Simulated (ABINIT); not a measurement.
# LiHF2 (R-3m): G0W0 in ABINIT against the bands in the self-energy

Aim: move the bands in the self-energy of a G0W0 run on LiHF2 (R-3m) over a wide range.

Method: LDA and many-body steps on it, plane waves, in ABINIT 10.8.3.

**1. The structure**

It takes space group R-3m (No. 166, trigonal). Conventional cell: a = 2.934 Å, b = 2.934 Å, c = 13.100 Å, α = 90.00°, β = 90.00°, γ = 120.00°. Nearest to Li lie 6 F at 1.99 Å. Nearest to H lie 2 F at 1.14 Å. Nearest to F lie 1 H at 1.14 Å and 3 Li at 1.99 Å. Farther neighbours and most contacts between anions are not listed.

The cell and positions are those that the Materials Project relaxed with its own functionals (PBE, PBE+U or r2SCAN), kept fixed.

**2. Screening, 4×4×4 mesh, 61 bands, screening to 176.9 eV**

This step: ABINIT 10.8.3; RPA screening on LDA, plane waves, norm-conserving pseudopotentials.

The RPA dielectric matrix is built and inverted for each q.

run.abi

```
acell 3*1.0 Angstrom
rprim 
  1.466983587415 0.846963369091 4.366688724100
  -1.466983587415 0.846963369091 4.366688724100
  0.000000000000 -1.693926738182 4.366688724100
ntypat 3
znucl 3 1 9
natom 4
typat 1 2 3 3
xred 
  0.000000000000 0.000000000000 0.000000000000
  0.500000000000 0.500000000000 0.500000000000
  0.413301880000 0.413301880000 0.413301880000
  0.586698120000 0.586698120000 0.586698120000
pp_dirpath "pseudos"
pseudos "Li.upf, H.upf, F.upf"
ecut 36
ngkpt 4 4 4
nshiftk 1
shiftk 0 0 0
kptopt 1
chksymbreak 0
istwfk *1
occopt 1
irdwfk 1
optdriver 3
nband 61
ecuteps 6.5
inclvkb 2
awtr 1
symchi 1
indata_prefix "in"
outdata_prefix "out"
tmpdata_prefix "tmp"
```

Started as:

```bash
OMP_NUM_THREADS=1 mpirun -n 4 abinit run.abi > log
```

What it wrote:

```text
.Version 10.8.3 of ABINIT. v10.8.2 released Aug 2026.

 Symmetries : space group R-3 m (#166); Bravais hR (rhombohedral)
[... echo of the input left out ...]
== DATASET  1 ==================================================================
-   mpi_nproc: 4, omp_nthreads: 1 (-1 if OMP is not activated)

--- !DatasetInfo
iteration_state: {dtset: 1, }
dimensions: {natom: 4, nkpt: 13, mband: 61, nsppol: 1, nspinor: 1, nspden: 1, mpw: 2290, }
cutoff_energies: {ecut:  36.0, pawecutdg:  -1.0, }
electrons: {nelect:   1.80000000E+01, charge:   0.00000000E+00, occopt:   1.00000000E+00, tsmear:   1.00000000E-02, }

 SCREENING: Calculation of the susceptibility and dielectric matrices

 Based on a program developped by R.W. Godby, V. Olevano, G. Onida, and L. Reining.
 Incorporated in ABINIT by V. Olevano, G.-M. Rignanese, and M. Torrent.
.Using double precision arithmetic ; gwpc =  8

[... cell and pseudopotentials left out ...]
--------------------------------------------------------------------------------

 ==== K-mesh for the wavefunctions ====
 Number of points in the irreducible wedge :    13
[... list of points left out ...]
 Together with 12 symmetry operations and time-reversal symmetry
 yields    64 points in the full Brillouin Zone.

 ==== Q-mesh for the screening function ====
 Number of points in the irreducible wedge :    13
[... list of points left out ...]
 Together with 12 symmetry operations and time-reversal symmetry
 yields    64 points in the full Brillouin Zone.

 setmesh: FFT mesh size selected  =    36x   36x   36
          total number of points  =        46656

 vcoul_init : cutoff-mode = AUXILIARY_FUNCTION
 q-points for optical limit:   1
     1)      0.000010    0.000020    0.000030

- screening: taking advantage of time-reversal symmetry
- Maximum band index for partially occupied states nbvw = 9
- Remaining bands to be divided among processors   nbcw = 52
- Number of bands treated by each node ~13

 Number of electrons calculated from density =   18.0000; Expected =   18.0000
 average of density, n =  0.081937
 r_s =    1.4283
 omega_plasma =   27.6119 [eV]

 calculating chi0 at frequencies [eV] :
  1    0.000000E+00    0.000000E+00
  2    0.000000E+00    2.761194E+01

--------------------------------------------------------------------------------
  q-point number  1        q = ( 0.000000, 0.000000, 0.000000) [r.l.u.]
--------------------------------------------------------------------------------
[... chi0 elements left out ...]
 For q-point:  0.000010 0.000020 0.000030
  dielectric constant =   1.9030
  dielectric constant without local fields =   2.0114

  Average fulfillment of the sum rule on Im[epsilon] for q-point    1 :     55.00  [%]
[... wings left out ...]
  q-point number  2        q = ( 0.250000, 0.000000, 0.000000) [r.l.u.]
--------------------------------------------------------------------------------
[... chi0 elements left out ...]
  Average fulfillment of the sum rule on Im[epsilon] for q-point    2 :     65.48  [%]

 [... 11 further q-points ...]
```

Elapsed: 33 s, on 4 MPI ranks of Arm Neoverse V2, shared host; peak memory 1.2 GiB; 2.2 min of CPU time.

Numbers from this step:

```
ε∞ with local fields, on this mesh, along the program's q direction : 1.903
the same without local fields                                       : 2.011
plasma frequency                                                    : 27.61 eV
plane waves in the screening matrix                                 : 165
```

Local fields lower ε∞ by 5 %.

**3. 17 bands**

This step: G0W0 on LDA, plane waves, norm-conserving pseudopotentials.

run.abi: that of step 2 with these lines changed.

```diff
@@ -25,8 +25,17 @@
 irdwfk 1
-optdriver 3
-nband 61
+optdriver 4
+nband 17
+gwcalctyp 0
+ecutsigx 36
+symsigma 1
+nkptgw 2
+kptgw 
+  0.5000000000 0.5000000000 0.5000000000
+  0.0000000000 0.0000000000 0.0000000000
+bdgw 
+  8 11
+  8 11
 ecuteps 6.5
-inclvkb 2
-awtr 1
-symchi 1
+irdscr 1
+ppmodel 1
 indata_prefix "in"
```

What it wrote:

```text
.Version 10.8.3 of ABINIT. v10.8.2 released Aug 2026.

 Symmetries : space group R-3 m (#166); Bravais hR (rhombohedral)
[... echo of the input left out ...]
== DATASET  1 ==================================================================
-   mpi_nproc: 4, omp_nthreads: 1 (-1 if OMP is not activated)

--- !DatasetInfo
iteration_state: {dtset: 1, }
dimensions: {natom: 4, nkpt: 13, mband: 17, nsppol: 1, nspinor: 1, nspden: 1, mpw: 2290, }
cutoff_energies: {ecut:  36.0, pawecutdg:  -1.0, }
electrons: {nelect:   1.80000000E+01, charge:   0.00000000E+00, occopt:   1.00000000E+00, tsmear:   1.00000000E-02, }

 SIGMA: Calculation of the GW corrections

 Based on a program developped by R.W. Godby, V. Olevano, G. Onida, and L. Reining.
 Incorporated in ABINIT by V. Olevano, G.-M. Rignanese, and M. Torrent.
.Using double precision arithmetic ; gwpc =  8

[... cell and pseudopotentials left out ...]
--------------------------------------------------------------------------------

 ==== K-mesh for the wavefunctions ====
 Number of points in the irreducible wedge :    13
[... list of points left out ...]
 Together with 12 symmetry operations and time-reversal symmetry
 yields    64 points in the full Brillouin Zone.

 ==== Q-mesh for screening function ====
 Number of points in the irreducible wedge :    13
[... list of points left out ...]
 Together with 12 symmetry operations and time-reversal symmetry
 yields    64 points in the full Brillouin Zone.

 vcoul_init : cutoff-mode = AUXILIARY_FUNCTION
 q-points for optical limit:   1
     1)      0.000010    0.000020    0.000030
 setmesh: FFT mesh size selected  =    48x   48x   48
          total number of points  =       110592

 Number of electrons calculated from density =   18.0000; Expected =   18.0000
 average of density, n =  0.081937
 r_s =    1.4283
 omega_plasma =   27.6119 [eV]

 === KS Band Gaps ===
  >>>> For spin  1
   Minimum direct gap =   8.3056 [eV], located at k-point      :   0.0000  0.0000  0.0000
   Fundamental gap    =   8.1022 [eV], Top of valence bands at :   0.5000  0.5000  0.5000
                                       Bottom of conduction at :   0.0000  0.0000  0.0000
 SIGMA fundamental parameters:
 PLASMON POLE MODEL  1
 number of plane-waves for SigmaX                 2267
 number of plane-waves for SigmaC and W            165
 number of plane-waves for wavefunctions          2267
 number of bands                                    17
 number of independent spin polarizations            1
 number of spinorial components                      1
 number of k-points in IBZ                          13
 number of q-points in IBZ                          13
 number of symmetry operations                      12
 number of k-points in BZ                           64
 number of q-points in BZ                           64
 number of frequencies for dSigma/dE                 9
 frequency step for dSigma/dE [eV]                0.25
 number of omega for Sigma on real axis              0
 max omega for Sigma on real axis  [eV]           0.00
 zcut for avoiding poles [eV]                     0.10

 EPSILON^-1 parameters (SCR file):
 dimension of the eps^-1 matrix on file            165
 dimension of the eps^-1 matrix used               165
 number of plane-waves for wavefunctions          2267
 number of bands                                    61
 number of q-points in IBZ                          13
 number of frequencies                               2
 number of real frequencies                          1
 number of imag frequencies                          1

 matrix elements of self-energy operator (all in [eV])

 Perturbative Calculation

--- !SelfEnergy_ee
iteration_state: {dtset: 1, }
kpoint     : [   0.500,    0.500,    0.500, ]
spin       : 1
KS_gap     :    8.980
QP_gap     :   13.732
Delta_QP_KS:    4.752
data: !SigmaeeData |
     Band     E0 <VxcDFT>   SigX SigC(E0)      Z dSigC/dE  Sig(E)    E-E0       E
        8  -2.764 -22.870 -31.005   5.625   0.836  -0.197 -24.967  -2.097  -4.861
        9  -2.764 -22.870 -31.005   5.625   0.836  -0.197 -24.967  -2.097  -4.861
       10   6.216 -10.500  -5.353  -2.212   0.904  -0.106  -7.845   2.655   8.871
       11   9.482 -12.487  -6.738  -2.356   0.895  -0.117  -9.449   3.039  12.520

--- !SelfEnergy_ee
iteration_state: {dtset: 1, }
kpoint     : [   0.000,    0.000,    0.000, ]
spin       : 1
KS_gap     :    8.306
QP_gap     :   12.939
Delta_QP_KS:    4.634
data: !SigmaeeData |
     Band     E0 <VxcDFT>   SigX SigC(E0)      Z dSigC/dE  Sig(E)    E-E0       E
        8  -2.967 -22.668 -30.855   5.624   0.835  -0.198 -24.808  -2.140  -5.107
        9  -2.967 -22.668 -30.855   5.624   0.835  -0.198 -24.808  -2.140  -5.107
       10   5.338 -11.080  -6.071  -2.248   0.903  -0.108  -8.587   2.494   7.832
       11  10.038  -9.600  -3.792  -2.393   0.909  -0.100  -6.494   3.106  13.144

== END DATASET(S) ==============================================================
================================================================================

 -outvars: echo values of variables after computation  --------
           etotal      0.0000000000E+00
            nband          17
             nkpt          13
          spgroup         166
 [... the other variables as echoed above ...]

 Calculation completed.
```

It took 3.1 s on 4 MPI ranks; peak memory 0.76 GiB.

Numbers from this step:

* G0W0 gap on the points computed: 12.69 eV
* starting gap on the mesh: 8.102 eV
* k of the valence top: 0.5, 0.5, 0.5
* k of the conduction bottom: 0, 0, 0
* Z at the valence top: 0.836
* Z at the conduction bottom: 0.903
* least direct G0W0 gap on the computed points: 12.94 eV

**4. 22 bands**

The self-energy is evaluated for the states that the input lists, and the levels follow from it, in one-shot runs by the linearised quasiparticle equation.

run.abi: that of step 3 with these lines changed.

```diff
@@ -26,3 +26,3 @@
 optdriver 4
-nband 17
+nband 22
 gwcalctyp 0
```

What it wrote:

```text
.Version 10.8.3 of ABINIT. v10.8.2 released Aug 2026.

 Symmetries : space group R-3 m (#166); Bravais hR (rhombohedral)
[... echo of the input left out ...]
== DATASET  1 ==================================================================
-   mpi_nproc: 4, omp_nthreads: 1 (-1 if OMP is not activated)

--- !DatasetInfo
iteration_state: {dtset: 1, }
dimensions: {natom: 4, nkpt: 13, mband: 22, nsppol: 1, nspinor: 1, nspden: 1, mpw: 2290, }
cutoff_energies: {ecut:  36.0, pawecutdg:  -1.0, }
electrons: {nelect:   1.80000000E+01, charge:   0.00000000E+00, occopt:   1.00000000E+00, tsmear:   1.00000000E-02, }

 SIGMA: Calculation of the GW corrections

 Based on a program developped by R.W. Godby, V. Olevano, G. Onida, and L. Reining.
 Incorporated in ABINIT by V. Olevano, G.-M. Rignanese, and M. Torrent.
.Using double precision arithmetic ; gwpc =  8

[... cell and pseudopotentials left out ...]
--------------------------------------------------------------------------------

 ==== K-mesh for the wavefunctions ====
 Number of points in the irreducible wedge :    13
[... list of points left out ...]
 Together with 12 symmetry operations and time-reversal symmetry
 yields    64 points in the full Brillouin Zone.

 ==== Q-mesh for screening function ====
 Number of points in the irreducible wedge :    13
[... list of points left out ...]
 Together with 12 symmetry operations and time-reversal symmetry
 yields    64 points in the full Brillouin Zone.

 vcoul_init : cutoff-mode = AUXILIARY_FUNCTION
 q-points for optical limit:   1
     1)      0.000010    0.000020    0.000030
 setmesh: FFT mesh size selected  =    48x   48x   48
          total number of points  =       110592

 Number of electrons calculated from density =   18.0000; Expected =   18.0000
[...]
number of omega for Sigma on real axis              0
 max omega for Sigma on real axis  [eV]           0.00
 zcut for avoiding poles [eV]                     0.10

 EPSILON^-1 parameters (SCR file):
 dimension of the eps^-1 matrix on file            165
 dimension of the eps^-1 matrix used               165
 number of plane-waves for wavefunctions          2267
 number of bands                                    61
 number of q-points in IBZ                          13
 number of frequencies                               2
 number of real frequencies                          1
 number of imag frequencies                          1

 matrix elements of self-energy operator (all in [eV])

 Perturbative Calculation

--- !SelfEnergy_ee
iteration_state: {dtset: 1, }
kpoint     : [   0.500,    0.500,    0.500, ]
spin       : 1
KS_gap     :    8.980
QP_gap     :   13.667
Delta_QP_KS:    4.686
data: !SigmaeeData |
     Band     E0 <VxcDFT>   SigX SigC(E0)      Z dSigC/dE  Sig(E)    E-E0       E
        8  -2.764 -22.870 -31.005   5.495   0.834  -0.199 -25.072  -2.202  -4.966
        9  -2.764 -22.870 -31.005   5.495   0.834  -0.199 -25.072  -2.202  -4.966
       10   6.216 -10.500  -5.353  -2.391   0.902  -0.109  -8.016   2.484   8.701
[...]
--- !SelfEnergy_ee
iteration_state: {dtset: 1, }
kpoint     : [   0.000,    0.000,    0.000, ]
spin       : 1
KS_gap     :    8.306
QP_gap     :   12.906
Delta_QP_KS:    4.600
data: !SigmaeeData |
     Band     E0 <VxcDFT>   SigX SigC(E0)      Z dSigC/dE  Sig(E)    E-E0       E
[...]
10   5.338 -11.080  -6.071  -2.398   0.901  -0.110  -8.728   2.352   7.690
       11  10.038  -9.600  -3.792  -2.684   0.904  -0.106  -6.775   2.825  12.863

== END DATASET(S) ==============================================================
================================================================================

 -outvars: echo values of variables after computation  --------
           etotal      0.0000000000E+00
            nband          22
             nkpt          13
          spgroup         166
 [... the other variables as echoed above ...]

 Calculation completed.
```

The job ended after 3.3 s (4 MPI ranks; peak memory 0.76 GiB).

Numbers from this step:

```
G0W0 gap on the points computed              : 12.66 eV
starting gap on the mesh                     : 8.102 eV
k of the valence top                         : 0.5, 0.5, 0.5
k of the conduction bottom                   : 0, 0, 0
Z at the valence top                         : 0.834
Z at the conduction bottom                   : 0.901
least direct G0W0 gap on the computed points : 12.91 eV
```

The gap on the mesh goes from 8.10 eV to 12.66 eV, a correction of +4.55 eV.

**5. 39 bands**

run.abi: that of step 4 with these lines changed.

```diff
@@ -26,3 +26,3 @@
 optdriver 4
-nband 22
+nband 39
 gwcalctyp 0
```

What it wrote:

```text
.Version 10.8.3 of ABINIT. v10.8.2 released Aug 2026.

 Symmetries : space group R-3 m (#166); Bravais hR (rhombohedral)
[... echo of the input left out ...]
== DATASET  1 ==================================================================
-   mpi_nproc: 4, omp_nthreads: 1 (-1 if OMP is not activated)

--- !DatasetInfo
iteration_state: {dtset: 1, }
dimensions: {natom: 4, nkpt: 13, mband: 39, nsppol: 1, nspinor: 1, nspden: 1, mpw: 2290, }
cutoff_energies: {ecut:  36.0, pawecutdg:  -1.0, }
[...]
Band     E0 <VxcDFT>   SigX SigC(E0)      Z dSigC/dE  Sig(E)    E-E0       E
[...]
10   5.338 -11.080  -6.071  -2.606   0.898  -0.113  -8.921   2.159   7.497
       11  10.038  -9.600  -3.792  -2.985   0.900  -0.111  -7.058   2.542  12.580

== END DATASET(S) ==============================================================
================================================================================

 -outvars: echo values of variables after computation  --------
           etotal      0.0000000000E+00
            nband          39
             nkpt          13
          spgroup         166
 [... the other variables as echoed above ...]

 Calculation completed.
```

The job ended after 3.9 s (4 MPI ranks; peak memory 0.8 GiB; 15 s of CPU time).

Numbers from this step:

```yaml
g0w0_gap_on_the_points_computed: 12.76 eV
starting_gap_on_the_mesh: 8.102 eV
k_of_the_valence_top: 0.5, 0.5, 0.5
k_of_the_conduction_bottom: 0, 0, 0
least_direct_g0w0_gap_on_the_computed_points: 13.01 eV
```

Against the run before, the gap moves by +0.107 eV.

**6. 61 bands**

run.abi: that of step 5 with these lines changed.

```diff
@@ -26,3 +26,3 @@
 optdriver 4
-nband 39
+nband 61
 gwcalctyp 0
```

What it wrote:

```text
.Version 10.8.3 of ABINIT. v10.8.2 released Aug 2026.

 Symmetries : space group R-3 m (#166); Bravais hR (rhombohedral)
[... echo of the input left out ...]
== DATASET  1 ==================================================================
-   mpi_nproc: 4, omp_nthreads: 1 (-1 if OMP is not activated)

--- !DatasetInfo
iteration_state: {dtset: 1, }
dimensions: {natom: 4, nkpt: 13, mband: 61, nsppol: 1, nspinor: 1, nspden: 1, mpw: 2290, }
cutoff_energies: {ecut:  36.0, pawecutdg:  -1.0, }
[...]
Band     E0 <VxcDFT>   SigX SigC(E0)      Z dSigC/dE  Sig(E)    E-E0       E
[...]
10   5.338 -11.080  -6.071  -2.694   0.898  -0.114  -9.003   2.078   7.416
       11  10.038  -9.600  -3.792  -3.095   0.899  -0.112  -7.159   2.440  12.479

== END DATASET(S) ==============================================================
================================================================================

 -outvars: echo values of variables after computation  --------
           etotal      0.0000000000E+00
            nband          61
             nkpt          13
          spgroup         166
 [... the other variables as echoed above ...]

 Calculation completed.
```

Wall time 4.8 s (4 MPI ranks); peak memory 0.82 GiB; 19 s of CPU time.

Numbers from this step:

- G0W0 gap on the points computed: 12.86 eV
- starting gap on the mesh: 8.102 eV
- k of the valence top: 0.5, 0.5, 0.5
- k of the conduction bottom: 0, 0, 0
- least direct G0W0 gap on the computed points: 13.10 eV

Against the run before, the gap moves by +0.095 eV.

**7. The runs together**

Times are wall times on 4 MPI ranks of Arm Neoverse V2, shared host, good to a factor of about two. A run's time includes the screening step that it read.

| run | mesh | bands | screening cutoff (eV) | DFT gap (eV) | gap on the mesh (eV) | direct (eV) | ε∞ used | time |
| --- | --- | --- | --- | --- | --- | --- | --- | --- |
| 17 bands | 4×4×4 | 17 | 176.9 | 8.102 | 12.693 | 12.939 | 1.90 | 36 s |
| 22 bands | 4×4×4 | 22 | 176.9 | 8.102 | 12.656 | 12.905 | 1.90 | 37 s |
| 39 bands | 4×4×4 | 39 | 176.9 | 8.102 | 12.763 | 13.009 | 1.90 | 37 s |
| 61 bands | 4×4×4 | 61 | 176.9 | 8.102 | 12.858 | 13.102 | 1.90 | 38 s |

**8. What came out**

| Item | Value |
| --- | --- |
| 17 bands | 12.693 eV |
| 22 bands | 12.656 eV |
| 39 bands | 12.763 eV |
| 61 bands | 12.858 eV |
| known limits | not at the basis limit |

The setting moved: bands in the self-energy. From 17 bands to 61 bands the gap moves by +0.17 eV, not steadily: it passes through 12.66 eV. The last step still moves it by +0.095 eV. Bands and screening cutoff are coupled, so a series along one setting does not show full convergence. Bands and cutoff are finite, so the gap is not at the basis limit. The miss can reach some tenths of an eV and take either sign; the mesh is an error of its own. In the G0W0 runs levels were corrected at 2 k points alone, so a gap called «on the mesh» is the least over those, and an edge elsewhere would be missed.

[Paths, hosts, dates, memory and timing lines, banners, echoed tables and standing remarks are left out of the program output.]

[Logs are printed without paths, hosts, clocks, repeated set-up lines and the standing remarks that a program may print on its own settings, such as how far it seeks lower states.]

[Runs of the session that timed out or met a known fault of the program may be left out.]

[Hosts, paths, dates, database ids (printed as entryN), source tags and the programs' standing remarks are cut or masked in the printed files.]

[G0W0 gaps are taken among the corrected bands and points alone; a level outside them can change the order at an edge.]

[Where Ansatz stands beside ABINIT at settings called matched, ABINIT's density can come from a denser mesh and the files from another edition; pairs whose starting gaps differed by over 0.03 eV were left out, so agreement reads better than it is.]
